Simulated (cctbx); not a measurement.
# Ho3CI5 across an absorption edge

Space group P-1 (no. 2), a = 8.1290 Å, b = 9.6790 Å, c = 9.8650 Å, α = 108.33°, β = 105.22°, γ = 96.30°.

| atom | mult. | x | y | z | Ueq (Å²) |
| --- | --- | --- | --- | --- | --- |
| Ho1 | 2 | 0.6035 | 0.7919 | 0.8393 | 0.0069 |
| Ho2 | 2 | 0.0251 | 0.9143 | 0.7064 | 0.0080 |
| Ho3 | 2 | 0.8847 | 0.2376 | 0.9542 | 0.0077 |
| I1 | 2 | 0.6437 | 0.7234 | 0.5258 | 0.0074 |
| I2 | 2 | 0.9113 | 0.1777 | 0.6260 | 0.0086 |
| I3 | 2 | 0.8273 | 0.3614 | 0.2703 | 0.0074 |
| I4 | 2 | 0.4594 | 0.0847 | 0.8172 | 0.0068 |
| I5 | 2 | 0.7436 | 0.5335 | 0.9163 | 0.0066 |
| C1 | 2 | 0.9014 | 0.9562 | 0.9695 | 0.0128 |

The model was made for the exercise: a known structure type with other elements put in, its volume estimated, not relaxed; displacement parameters are assumed.

Calculated with cctbx: free-atom f′ and f″ from the Sasaki tables, no fine structure; amplitudes in electrons.

| E (eV) | F 0 0 2 | F 0 1 0 | F 1 -2 0 | F 0 -2 1 |
| --- | --- | --- | --- | --- |
| 7471 | 57.7 | 97.5 | 12.7 | 44.8 |
| 7821 | 56.1 | 92.8 | 10.7 | 43.7 |
| 7951 | 54.7 | 88.9 | 9.2 | 42.7 |
| 8011 | 53.4 | 85.4 | 7.9 | 41.9 |
| 8041 | 52.1 | 81.9 | 6.7 | 41.0 |
| 8056 | 50.8 | 78.4 | 5.5 | 40.1 |
| 8063 | 49.7 | 75.3 | 4.6 | 39.3 |
| 8067 | 48.5 | 72.0 | 3.8 | 38.5 |
| 8075 | 49.0 | 72.8 | 3.4 | 38.9 |
| 8079 | 50.5 | 76.8 | 4.2 | 39.9 |
| 8086 | 51.8 | 80.2 | 5.2 | 40.8 |
| 8101 | 53.1 | 83.9 | 6.5 | 41.7 |
| 8131 | 54.5 | 87.5 | 7.8 | 42.6 |
| 8221 | 56.1 | 92.0 | 9.5 | 43.8 |
| 8471 | 57.5 | 95.7 | 10.9 | 44.7 |

**Question.** Which edge is crossed, and why do the reflections move as they do?

The L3 edge of Ho. The edge is at 8071 eV. f′ of Ho falls from -11.9 e at 7951 eV to -19.0 e at 4 eV below it, and f″ steps from 3.69 to 10.57 e across it. Over that approach |F| changes by -11 % (0 0 2), -19 % (0 1 0), -59 % (1 -2 0) and -10 % (0 -2 1): a reflection falls where Ho scatters in phase with the total and rises where it scatters against it; it hardly moves where the Ho term is small or cancels by symmetry. Above the edge the larger f″ enters the imaginary part, where it can add to or cancel the other atoms' f″. The structure is centrosymmetric, so Friedel mates stay equal.
